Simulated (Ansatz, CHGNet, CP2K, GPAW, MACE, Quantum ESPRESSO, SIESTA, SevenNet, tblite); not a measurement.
# Running random rutile alloy of IrO2 and SiO2 (96 atoms) with GPAW

Wanted: GPAW inputs and outputs for random rutile alloy of IrO2 and SiO2 (96 atoms), checked against a plane-wave reference.

Main program and level: GPAW 26.7.0; the method is named at each step.

### Step 1. The structure

The cell holds 96 atoms: 16 Si, 64 O and 16 Ir. Its edges and angles: a = 8.677 Å, b = 8.677 Å, c = 11.638 Å, α = 90.0°, β = 90.0°, γ = 90.0°. It derives from IrO2 (rutile), repeated 2×2×4. Rutile IrO2, 2 x 2 x 4 conventional cells, 16 of 32 Ir sites given to Si at random (x = 0.500), lattice by Vegard's rule (cell 4.338, 4.338, 2.909, 90, 90, 90); every coordinate displaced by a Gaussian of 0.07 Å. Then every atom was moved at random, 0.03 Å r.m.s. a Cartesian component.

The yardstick, on the same geometry:

* method: Kohn-Sham DFT, PBE, PAW, plane waves (Ansatz 0.2.0); cutoff 420 eV, Γ point, fermi-dirac smearing of 0.05 eV; PAW set soft_2
* r.m.s. force component: 3.937 eV/Å
* longest force: 17.92 eV/Å
* pressure: 35.03 GPa
* SCF cycles: 14
* time: 8.9 s on 8 threads of Arm Neoverse V2, shared host
* CPU time: 65 s

### Step 2. PBE, LCAO dzp, h 0.18 Å

Method: Kohn-Sham DFT, PBE, PAW, atomic orbitals (dzp).

run.py

```python
import numpy as np
from ase.io import read
from gpaw import GPAW, FermiDirac
from ase.parallel import parprint as print

atoms = read("structure.xyz")
atoms.calc = GPAW(
    mode="lcao",
    basis="dzp",
    h=0.18,
    xc="PBE",
    kpts={"size": (1, 1, 1), "gamma": True},
    occupations=FermiDirac(0.05),
    maxiter=200,
    symmetry={"point_group": False},
    txt="gpaw.txt",
)
energy = atoms.get_potential_energy(force_consistent=True)
forces = atoms.get_forces()
print(f"energy {energy:.6f} eV")
print("forces (eV/A)")
for i, (a, f) in enumerate(zip(atoms, forces)):
    print(f"{i:4d} {a.symbol:2s} {f[0]:10.5f} {f[1]:10.5f} {f[2]:10.5f}")
print(f"Fermi level {atoms.calc.get_fermi_level():.4f} eV")
for k in range(len(atoms.calc.get_ibz_k_points())):
    for s in range(atoms.calc.get_number_of_spins()):
        e = atoms.calc.get_eigenvalues(kpt=k, spin=s)
        n = np.searchsorted(e, atoms.calc.get_fermi_level())
        print(f"k {k} spin {s} levels about the Fermi level:", np.round(e[max(n - 6, 0):n], 4).tolist(), "|", np.round(e[n:n + 6], 4).tolist())
```

structure.xyz

```xyz
96
Lattice="8.67700 0.00000 0.00000 0.00000 8.67700 0.00000 0.00000 0.00000 11.63800" Properties=species:S:1:pos:R:3 pbc="T T T"
Si 0.15115 0.09536 0.04178
Si 2.14912 2.09845 1.45778
O 1.23890 1.21868 11.48298
O 2.93664 3.09344 0.13337
O 0.95326 3.60200 1.54681
O 3.55505 0.86944 1.50212
Ir 8.64082 0.00564 2.97875
Ir 2.24838 2.08769 4.26253
O 1.32611 1.29817 2.98259
O 2.90419 2.94931 2.85178
O 0.76149 3.42507 4.29093
O 3.54542 0.82041 4.43478
Ir 8.54797 8.63865 5.86031
Ir 2.23667 2.06270 7.35964
O 1.18484 1.18606 5.93038
O 2.98697 3.17977 5.95772
O 0.74015 3.57484 7.20043
O 3.47583 0.82379 7.12257
Si 0.09796 0.08373 8.75899
Ir 2.24500 1.99502 10.15951
O 1.29122 1.30832 8.74642
O 2.97326 3.04849 8.76749
O 0.93902 3.34377 10.14100
O 3.51748 0.69572 10.25529
Si 8.66424 4.22188 0.07635
Si 2.30704 6.34072 1.35641
O 1.40411 5.79094 0.02281
O 3.04537 7.30291 0.01676
O 0.76627 7.87082 1.38446
O 3.63610 5.16872 1.45103
Si 0.14751 4.32982 2.89391
Si 2.19511 6.51027 4.50356
O 1.21504 5.61697 2.94046
O 3.12728 7.41788 2.89379
O 0.89434 7.80340 4.32631
O 3.41796 5.06459 4.37461
Ir 8.58954 4.24939 5.83250
Ir 2.21576 6.57743 7.19985
O 1.28706 5.56560 5.87626
O 3.03331 7.42439 5.72834
O 0.99204 7.86830 7.30750
O 3.62994 5.17158 7.34730
Ir 0.06933 4.37373 8.72384
Si 2.14261 6.51625 10.11354
O 1.28749 5.79528 8.68788
O 2.91781 7.31324 8.74014
O 0.85902 7.68210 9.99704
O 3.56217 5.17791 10.34141
Si 4.35733 8.62763 11.62776
Ir 6.54081 2.22825 1.54541
O 5.66027 1.20229 11.62043
O 7.30786 3.05786 11.49951
O 5.11336 3.50811 1.40517
O 7.82587 0.85078 1.43287
Si 4.44098 8.65184 2.86679
Ir 6.49014 2.27337 4.35762
[... 36 atom lines left out ...]
O 5.57610 5.60985 8.84907
O 7.31055 7.35749 8.71849
O 5.33818 7.92384 10.36573
O 7.91299 5.17253 10.27356
```

Launch:

```bash
$ OMP_NUM_THREADS=1 mpirun -np 2 gpaw python run.py > output.txt
```

The log of the run:

```text
energy -621.988924 eV
forces (eV/A)
   0 Si   -5.58693   -4.61213   -0.75091
   1 Si    1.26961    0.23930   -0.50631
   2 O     1.77649    1.47414    5.78996
   3 O    -2.39129   -3.80649    0.18137
   4 O    -1.02804   -1.77147   -2.19173
   5 O    -0.96165    0.33527   -0.85727
   6 Ir    0.15751   -0.12845   -4.14480
   7 Ir   -3.69700    2.35075   12.54715
   8 O    -1.32316   -0.86545   -7.12909
   9 O     1.99770    2.07779   -5.09962
  10 O     0.83038   -1.06314   -1.85303
  11 O    -4.41723    4.19245  -14.14564
  12 Ir    5.01319   -5.71242    1.63095
  13 Ir   -5.15878    5.65416   -6.42819
  14 O     4.16104    3.93270   -2.13689
  15 O    -3.02595   -4.61394   -2.02250
  16 O     5.22441   -5.45444    4.97035
  17 O     0.16268   -0.86407    8.96764
  18 Si   -1.69479   -2.87695    0.74215
  19 Ir   -0.05723    6.57320    3.93324
  20 O    -3.22392   -3.98194   -0.39538
  21 O     4.39733    3.59681   -0.31117
  22 O    -2.32000    3.27080    2.92173
  23 O     3.96576   -3.44361   -1.49972
[...]
88 O    -1.18275   -0.75031    2.30288
  89 O    -1.91549    1.81139    3.32154
  90 Si    2.01140   -1.51304    2.24384
  91 Ir    1.63087   -3.16650    5.47578
  92 O    -0.35231   -0.11073   -4.91040
  93 O     2.47057    1.78272   -4.82692
  94 O    -3.88392    1.96876   -3.66405
  95 O     0.95814   -0.61116    1.34760
Fermi level 10.0471 eV
k 0 spin 0 levels about the Fermi level: [9.674, 9.8016, 9.8308, 9.8852, 9.915, 10.0302] | [10.0803, 10.1395, 10.1929, 10.2601, 10.3802, 10.4681]
```

gpaw.txt:

```text
Input parameters:
  mode=LCAO(),
  basis={'default': 'dzp'},
  h=0.18,
  kpts=MonkhorstPack(size=(1, 1, 1), gamma=True),
  maxiter=200,
  occupations=Occupations(name='fermi-dirac', width=0.05, fixmagmom=False),
  symmetry=Symmetry(point_group=False),
  xc=XC(name='PBE')
Unit cell  # Å
| periodic |        x |        y |         z |   lengths |    angles |
|----------|----------|----------|-----------|-----------|-----------|
|      yes | 8.677000 | 0.000000 |  0.000000 |  8.677000 | 90.000000 |
|      yes | 0.000000 | 8.677000 |  0.000000 |  8.677000 | 90.000000 |
|      yes | 0.000000 | 0.000000 | 11.638000 | 11.638000 | 90.000000 |
Number of symmetries: 1
Symmetry operations  # r_c * U_cc + t_c -> r_c
|   | kind |            matrix            |
|---|------|------------------------------|
| 0 |  E   |  1, 0, 0,  0, 1, 0,  0, 0, 1 |
BZ-sampling:
  Number of BZ points: 1
  Number of IBZ points: 1
  Monkhorst-Pack size: [1, 1, 1]
  Monkhorst-Pack shift: [0, 0, 0]
[... lines left out ...]
      Number of RI-basis functions 0
Reference energy: -8008553.644646  # eV
eigensolver:
density mixing:
  MSR1-Mixer
occupation numbers:
  Fermi-Dirac:
    width: 0.0500  # eV
FastPoissonSolver using
    Stencil: 6*3+1=19 point O(h^6) finite-difference Laplacian
xc functional:
  name: PBE with 2 nearest neighbor stencil
interpolation: tri-quintic # 5. degree polynomial
Initialization done in: 6.625 s
convergence criteria:
- Maximum [total energy] change in last 3 cyles: 0.0005 eV / valence electron
- Maximum integral of absolute [dens]ity change: 0.0001 electrons / valence electron
- Maximum integral of absolute [eigenst]ate change: 4e-08 eV^2 / valence electron
maximum number of iterations: 200
SCF iterations
|iter     |      energy | eigst |  dens |
|---------|-------------|-------|-------|
|iter:   1| -665.515462 |      c|       |
|iter:   2| -653.137564 |      c| -0.98 |
|iter:   3| -703.299824 |      c| -1.04 |
|iter:   4| -639.489727 |      c| -1.07 |
[...]
|iter:  11| -622.145808 |      c| -1.93 |
|iter:  12| -621.929299 |      c| -2.15 |
|iter:  13| -621.922192c|      c| -2.33 |
|iter:  14| -621.896595c|      c| -2.51 |
|iter:  15| -621.867489c|      c| -2.72 |
[...]
|iter:  21| -621.862326c|      c| -3.76 |
|iter:  22| -621.862265c|      c| -3.73 |
|iter:  23| -621.862271c|      c| -4.03c|
Converged in 23 steps
SCF loop duration: 252.916 s (10.996 s/step)
Energy contributions relative to reference atoms: (reference = -8008553.644646)
Energy contributions:
  Kinetic:        1665.564179
  Coulomb:       -1446.963367
  Zero:              8.727751
  External:          0.000000
  Xc:             -849.064182
  Entropy:          -0.253304
  Spinorbit:         0.000000
  ----------------------------
  Free energy:    -621.988924
  Extrapolated:   -621.862271
dipole moment: (28.201314, -8.494755, -72.624413)  # |e|*Ang
Fermi level: 10.047
Eigenvalues  # (at kpt = [0.000, 0.000, 0.000])
| band index |      eig [eV] | occ [0-2] |
|------------|---------------|-----------|
|          0 |       -42.344 |     2.000 |
|        ... |               |           |
|        336 |         9.546 |     2.000 |
|        337 |         9.660 |     1.999 |
[...]
|        351 |        10.819 |     0.000 |
|        ... |               |           |
|        416 |        17.971 |     0.000 |
Gap: 0.050 eV
Transition (v -> c):
  (s=0, k=0, n=343, [0.00, 0.00, 0.00]) -> (s=0, k=0, n=344, [0.00, 0.00, 0.00])
No difference between direct/indirect transitions
Force computation time: 26.678  # s
```

Run time: 4.8 min. Hardware: 2 MPI ranks of Arm Neoverse V2, shared host; peak memory 2.2 GiB.

Banners, paths, timers and routine set-up lines are dropped from the logs unmarked, and long logs keep their key lines alone; longer cuts are marked.

Against the reference:

| Item | Value |
| --- | --- |
| r.m.s. force component | 4.069 eV/Å |
| r.m.s. difference of force components | 234.3 meV/Å |
| longest difference of force vectors | 931.8 meV/Å |
| force difference over r.m.s. force | 5.95 % |
| slope of forces against the reference's | 1.032 |
| correlation of force components | 0.9988 |

Length of the force difference by element (eV/Å):

| element | atoms | mean | most |
| --- | --- | --- | --- |
| Ir | 16 | 0.35 | 0.66 |
| O | 64 | 0.32 | 0.88 |
| Si | 16 | 0.53 | 0.93 |

The surroundings of O16, picked at random, nearest first, numbered as they follow in the input and with coordinates relative to it.

| atom | x | y | z | distance (Å) | bonds | Fx | Fy | Fz (eV/Å) |
| --- | --- | --- | --- | --- | --- | --- | --- | --- |
| O16 | 0.00 | 0.00 | 0.00 | 0.00 | 3 | -3.03 | -4.61 | -2.02 |
| Ir85 | 1.37 | 1.11 | -0.18 | 1.77 | 6 | 1.56 | 4.34 | 7.86 |
| Ir14 | -0.75 | -1.12 | 1.40 | 1.94 | 6 | -5.16 | 5.65 | -6.43 |
| Ir8 | -0.74 | -1.09 | -1.70 | 2.15 | 6 | -3.70 | 2.35 | 12.55 |
| O36 | 0.43 | 1.88 | -1.58 | 2.50 | 3 | -3.82 | 3.83 | -0.64 |
| O42 | 0.64 | 1.99 | 1.39 | 2.51 | 3 | -1.72 | 1.38 | 0.61 |
| O17 | -2.25 | 0.40 | 1.24 | 2.60 | 3 | 5.22 | -5.45 | 4.97 |
| O59 | 2.11 | 0.29 | -1.54 | 2.63 | 3 | 1.71 | -1.80 | -3.51 |
| O18 | 0.49 | -2.36 | 1.16 | 2.67 | 3 | 0.16 | -0.86 | 8.97 |

Atoms are counted from 1 here, from 0 in the log.

Forces lie 6.0 % from the reference's, at 8.8 times its CPU time (on 2 against 8 cores).

### Step 3. PBE, LCAO szp(dzp), h 0.18 Å

Method: Kohn-Sham DFT, PBE, PAW, atomic orbitals (szp(dzp)).

Edit run.py of step 2 so:

```diff
@@ -3,3 +3,2 @@
 from gpaw import GPAW, FermiDirac
-from ase.parallel import parprint as print
 
@@ -8,3 +7,3 @@
     mode="lcao",
-    basis="dzp",
+    basis="szp(dzp)",
     h=0.18,
```

structure.xyz is that of step 2.

Launch:

```bash
$ OMP_NUM_THREADS=1 python run.py > output.txt
```

The log of the run:

```text
energy -596.169353 eV
forces (eV/A)
   0 Si   -5.65621   -4.75009   -0.96405
   1 Si    1.17803    0.26187   -0.60564
   2 O     1.65215    1.40367    6.17433
   3 O    -2.59173   -4.02174    0.01742
   4 O    -0.95713   -1.90150   -2.23540
   5 O    -0.91864    0.31771   -0.94865
   6 Ir   -0.07413   -0.25384   -4.43832
   7 Ir   -4.01100    2.82618   13.80038
   8 O    -1.50763   -1.05650   -7.68197
   9 O     2.25613    2.36633   -5.56112
  10 O     0.94770   -1.20076   -1.90638
  11 O    -4.70023    4.35128  -15.41628
[...]
91 Ir    1.77328   -3.46039    5.73927
  92 O    -0.42571   -0.20497   -5.14901
  93 O     2.79325    2.07198   -5.11662
  94 O    -4.13607    2.24740   -3.80226
  95 O     0.94512   -0.58852    1.37873
Fermi level 10.1247 eV
k 0 spin 0 levels about the Fermi level: [9.7489, 9.8726, 9.9155, 9.969, 9.9954, 10.1077] | [10.158, 10.2185, 10.2624, 10.329, 10.4635, 10.5334]
```

gpaw.txt:

```text
Input parameters:
  mode=LCAO(),
  basis={'default': 'szp(dzp)'},
  h=0.18,
  kpts=MonkhorstPack(size=(1, 1, 1), gamma=True),
  maxiter=200,
  occupations=Occupations(name='fermi-dirac', width=0.05, fixmagmom=False),
  symmetry=Symmetry(point_group=False),
  xc=XC(name='PBE')
[... lines left out ...]
  Fermi-Dirac:
[... lines left out ...]
convergence criteria:
- Maximum [total energy] change in last 3 cyles: 0.0005 eV / valence electron
[... lines left out ...]
Converged in 23 steps
[... lines left out ...]
  Free energy:    -596.169353
[... lines left out ...]
Fermi level: 10.125
[... lines left out ...]
|          0 |       -42.624 |     2.000 |
|        ... |               |           |
|        336 |         9.614 |     2.000 |
|        337 |         9.722 |     1.999 |
[...]
|        351 |        10.925 |     0.000 |
|        ... |               |           |
|        416 |        18.337 |     0.000 |
Gap: 0.050 eV
Transition (v -> c):
  (s=0, k=0, n=343, [0.00, 0.00, 0.00]) -> (s=0, k=0, n=344, [0.00, 0.00, 0.00])
No difference between direct/indirect transitions
Force computation time: 36.850  # s
timing:  # [seconds]
  Total:  377.581  # ━━━━━━━━━━━━━━━━━━━━━━━━━━━━━━━━━━━━━━━━━━━━━━━━━━━━━━━━
  Init:     9.245  # ━╸
  SCF:    331.447  # ━━━━━━━━━━━━━━━━━━━━━━━━━━━━━━━━━━━━━━━━━━━━━━━━━
  Forces:  36.850  # ━━━━━╸
```

The job ended after 6.3 min (1 thread; peak memory 1.6 GiB).

Numbers from this run, and their distance from the reference:

```
r.m.s. force component                  : 4.392 eV/Å
r.m.s. difference of force components   : 521.4 meV/Å
longest difference of force vectors     : 2214 meV/Å
force difference over r.m.s. force      : 13.24 %
slope of forces against the reference's : 1.113
correlation of force components         : 0.9981
```

This is a coarse setting, run to see what it loses.

Against the first run (6.0 %), the force difference from the reference is 13 %, at 0.66 times the CPU time (on 1 against 2 cores), with 960 basis functions against 1472: the smaller basis costs accuracy.

### Step 4. RPBE, LCAO dzp, h 0.18 Å

Method: Kohn-Sham DFT, RPBE, PAW, atomic orbitals (dzp).

Edit run.py of step 3 so:

```diff
@@ -3,2 +3,3 @@
 from gpaw import GPAW, FermiDirac
+from ase.parallel import parprint as print
 
@@ -7,5 +8,5 @@
     mode="lcao",
-    basis="szp(dzp)",
+    basis="dzp",
     h=0.18,
-    xc="PBE",
+    xc="RPBE",
     kpts={"size": (1, 1, 1), "gamma": True},
```

structure.xyz is that of step 3.

Launch:

```bash
$ OMP_NUM_THREADS=1 mpirun -np 2 gpaw python run.py > output.txt
```

The log of the run:

```text
energy -574.714123 eV
forces (eV/A)
   0 Si   -5.64970   -4.66881   -0.77428
   1 Si    1.24723    0.21090   -0.52917
   2 O     1.72653    1.45352    5.96716
   3 O    -2.46284   -3.86690    0.23459
   4 O    -1.00454   -1.82202   -2.23980
   5 O    -0.99225    0.35715   -0.87454
[...]
93 O     2.59531    1.90364   -4.97773
  94 O    -3.99475    2.08479   -3.69533
  95 O     0.98095   -0.62272    1.46777
Fermi level 10.1690 eV
k 0 spin 0 levels about the Fermi level: [9.7963, 9.925, 9.9524, 10.0074, 10.0364, 10.1524] | [10.2024, 10.2607, 10.3148, 10.3803, 10.5029, 10.5893]
```

gpaw.txt:

```text
Input parameters:
  mode=LCAO(),
  basis={'default': 'dzp'},
  h=0.18,
  kpts=MonkhorstPack(size=(1, 1, 1), gamma=True),
  maxiter=200,
  occupations=Occupations(name='fermi-dirac', width=0.05, fixmagmom=False),
[... lines left out ...]
  Fermi-Dirac:
[... lines left out ...]
convergence criteria:
- Maximum [total energy] change in last 3 cyles: 0.0005 eV / valence electron
[... lines left out ...]
Converged in 23 steps
[... lines left out ...]
  Free energy:    -574.714123
[... lines left out ...]
Fermi level: 10.169
[... lines left out ...]
|        ... |               |           |
|        336 |         9.669 |     2.000 |
|        337 |         9.782 |     1.999 |
[...]
|        351 |        10.939 |     0.000 |
|        ... |               |           |
|        416 |        18.178 |     0.000 |
Gap: 0.050 eV
Transition (v -> c):
  (s=0, k=0, n=343, [0.00, 0.00, 0.00]) -> (s=0, k=0, n=344, [0.00, 0.00, 0.00])
No difference between direct/indirect transitions
Force computation time: 28.891  # s
```

It took 4.8 min on 2 MPI ranks; peak memory 2.2 GiB.

Numbers from this run, and their distance from the reference:

| Quantity | Value |
| --- | --- |
| r.m.s. force component | 4.151 eV/Å |
| r.m.s. difference of force components | 296 meV/Å |
| longest difference of force vectors | 1214 meV/Å |
| force difference over r.m.s. force | 7.519 % |
| slope of forces against the reference's | 1.053 |
| correlation of force components | 0.9987 |

Against the first run (6.0 %), the force difference from the reference is 7.5 %, at 1.0 times the CPU time; the model has changed, so this is no error of the program alone.

### Step 5. PBE, LCAO sz(dzp), h 0.18 Å

Method: Kohn-Sham DFT, PBE, PAW, atomic orbitals (sz(dzp)).

Edit run.py of step 4 so:

```diff
@@ -3,3 +3,2 @@
 from gpaw import GPAW, FermiDirac
-from ase.parallel import parprint as print
 
@@ -8,5 +7,5 @@
     mode="lcao",
-    basis="dzp",
+    basis="sz(dzp)",
     h=0.18,
-    xc="RPBE",
+    xc="PBE",
     kpts={"size": (1, 1, 1), "gamma": True},
```

structure.xyz is that of step 4.

Launch:

```bash
$ OMP_NUM_THREADS=1 python run.py > output.txt
```

The log of the run:

```text
energy -529.179617 eV
forces (eV/A)
   0 Si   -7.10375   -5.68383   -2.53898
   1 Si    0.40405    0.06489   -1.52974
   2 O     2.95462    2.58145    5.74164
   3 O    -2.09448   -3.63573   -0.90394
   4 O    -0.43194   -2.39182   -2.55363
   5 O    -0.96429    0.47968   -1.03616
   6 Ir   -0.16713   -0.97807   -4.77534
   7 Ir   -4.49864    3.33056   15.43512
   8 O    -2.14919   -1.67796   -7.23814
   9 O     3.11951    3.07361   -5.08620
  10 O     1.72266   -2.03901   -0.75396
  11 O    -5.52796    5.18294  -16.31158
  12 Ir    5.51845   -7.73174    1.78731
  13 Ir   -6.47669    6.90507   -7.40272
  14 O     5.00950    4.71324   -2.38678
  15 O    -3.86150   -5.63656   -2.17172
  16 O     6.41640   -6.76847    5.69374
  17 O     0.19011   -0.87463    9.92020
  18 Si   -2.77875   -3.66594    0.21315
  19 Ir    0.23003    7.42368    4.79636
  20 O    -2.80304   -3.66026   -0.55534
  21 O     4.28643    3.37037   -0.22656
  22 O    -2.20369    3.08662    2.54588
  23 O     3.53331   -2.92096   -1.90174
[...]
88 O    -1.20828   -0.50706    0.80107
  89 O    -1.15187    0.94534    3.56172
  90 Si    2.08696   -2.00507    3.74611
  91 Ir    2.19666   -3.42454    6.20807
  92 O    -0.08795    0.30785   -4.61275
  93 O     3.01757    2.38822   -4.31222
  94 O    -3.42865    1.39179   -4.28614
  95 O     0.44526   -0.12848    0.61673
Fermi level 10.8486 eV
k 0 spin 0 levels about the Fermi level: [10.4733, 10.5901, 10.6528, 10.6862, 10.713, 10.8359] | [10.883, 10.9434, 10.9713, 11.0524, 11.2037, 11.2487]
```

gpaw.txt:

```text
Input parameters:
  mode=LCAO(),
  basis={'default': 'sz(dzp)'},
  h=0.18,
  kpts=MonkhorstPack(size=(1, 1, 1), gamma=True),
  maxiter=200,
  occupations=Occupations(name='fermi-dirac', width=0.05, fixmagmom=False),
  symmetry=Symmetry(point_group=False),
  xc=XC(name='PBE')
Unit cell  # Å
| periodic |        x |        y |         z |   lengths |    angles |
[... lines left out ...]
  Fermi-Dirac:
[... lines left out ...]
convergence criteria:
- Maximum [total energy] change in last 3 cyles: 0.0005 eV / valence electron
[... lines left out ...]
Converged in 25 steps
[... lines left out ...]
  Free energy:    -529.179617
  Extrapolated:   -529.048877
dipole moment: (27.635839, -8.607454, -73.886859)  # |e|*Ang
Fermi level: 10.849
Eigenvalues  # (at kpt = [0.000, 0.000, 0.000])
| band index |      eig [eV] | occ [0-2] |
|------------|---------------|-----------|
|          0 |       -41.918 |     2.000 |
|        ... |               |           |
|        336 |        10.371 |     2.000 |
|        337 |        10.465 |     1.999 |
[...]
|        351 |        11.693 |     0.000 |
|        ... |               |           |
|        416 |        18.809 |     0.000 |
Gap: 0.047 eV
Transition (v -> c):
  (s=0, k=0, n=343, [0.00, 0.00, 0.00]) -> (s=0, k=0, n=344, [0.00, 0.00, 0.00])
No difference between direct/indirect transitions
Force computation time: 14.007  # s
timing:  # [seconds]
  Total:  177.308  # ━━━━━━━━━━━━━━━━━━━━━━━━━━━━━━━━━━━━━━━━━━━━━━━━━━━━━━━━
  Init:     7.952  # ━━╸
  SCF:    155.317  # ━━━━━━━━━━━━━━━━━━━━━━━━━━━━━━━━━━━━━━━━━━━━━━━━━
  Forces:  14.007  # ━━━━╸
```

The job ended after 3 min (1 thread; peak memory 1.3 GiB).

Against the reference:

```yaml
r_m_s_force_component: 4.775 eV/Å
r_m_s_difference_of_force_components: 1155 meV/Å
longest_difference_of_force_vectors: 5205 meV/Å
force_difference_over_r_m_s_force: 29.33 %
slope_of_forces_against_the_reference_s: 1.193
correlation_of_force_components: 0.9832
```

This is a coarse setting, run to see what it loses.

Against the first run (6.0 %), the force difference from the reference is 29 %, at 0.31 times the CPU time (on 1 against 2 cores), with 512 basis functions against 1472: the smaller basis costs accuracy.

(Continued in part 2 of 2.)

[Also dropped from logs without a mark: logging warnings of Python, and SIESTA's first energy breakdown and zero terms.]

[Logs are printed without paths, hosts, clocks, repeated set-up lines and the standing remarks that a program may print on its own settings, such as how far it seeks lower states.]

[Hosts, paths, dates, database ids (printed as entryN), source tags and the programs' standing remarks are cut or masked in the printed files.]
